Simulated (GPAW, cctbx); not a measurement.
# CuSnI6: what bonding does to one electron reflection, worked out

CuSnI6, R-3 (no. 148), a = 7.3951 Å, b = 7.3951 Å, c = 19.2295 Å, α = 90.00°, β = 90.00°, γ = 120.00°.

| atom | mult. | x | y | z |
| --- | --- | --- | --- | --- |
| I1 | 18 | 0.3184 | 0.3444 | 0.0859 |
| Sn1 | 3 | 0 | 0 | 0 |
| Cu1 | 3 | 1/3 | 2/3 | 1/6 |

The start was made by putting kin elements into a known structure type; the compound need not exist, or be stable, in this form.

A DFT run (GPAW, PBE, 450 eV, 3×3×3 k-points, Fermi–Dirac width 0.05 eV) gives the static X-ray structure factor of 0 1 -4 as 151.747 e for the conventional cell; superposed free atoms give 152.847 e. **Problem.** Find the Fourier component V of the crystal potential and the two-beam extinction distance at 80 kV in both cases.

**1. Geometry**

The cell volume is Ω = 910.73 Å³ and d(0 1 -4) = 3.8447 Å, so g = 1/d = 0.2601 Å⁻¹.

**2. The nuclei**

Electrons feel nuclei as well as electrons, so the nuclear charges are summed with the same phases.

Phase sums Σ exp(2πi h·x), turned so that the total is real and positive: I -1.248, Sn +3.000, Cu +3.000. Then F_Z = 53 × (-1.248) + 50 × (+3.000) + 29 × (+3.000) = 170.85 e. The electron term has the same sign for this reflection.

**3. Mott–Bethe**

Poisson's equation, term by term, gives V = (e/4πε₀)(F_Z − F)/(πΩg²), with e/4πε₀ = 14.3996 V Å.

The prefactor is 14.3996 × 3.8447²/(π × 910.73) = 0.07439 V per electron. Free atoms: (170.85 − 152.847) × 0.07439 = 1.339 V. Crystal: (170.85 − 151.747) × 0.07439 = 1.421 V. F changes by -0.72 % and V by +6.1 %: the same 1.10 e is measured against F_Z − F = 18.0 e in place of F = 152.8 e.

**4. Extinction distance**

In the two-beam case ξ = 1/(λU) with U = 2γm₀eV/h², that is ξ = 150.41 V Å²/(γλV).

At 80 kV, λ = 0.04176 Å and γ = 1.1566. Free atoms: ξ = 2326 Å. Crystal: ξ = 2192 Å. The thickness fringes go as sin²(πt/ξ), so the two patterns slip by a quarter of a period when t|1/ξ₁ − 1/ξ₀| = 1/4, at t ≈ 951 nm, thicker than usual samples. Thermal motion, absorption and many-beam coupling, left out here, change a real pattern.

**5. Answer**

V(0 1 -4) is 1.42 V against 1.34 V, and ξ is 2192 against 2326 Å. Limits: static atoms, two beams.
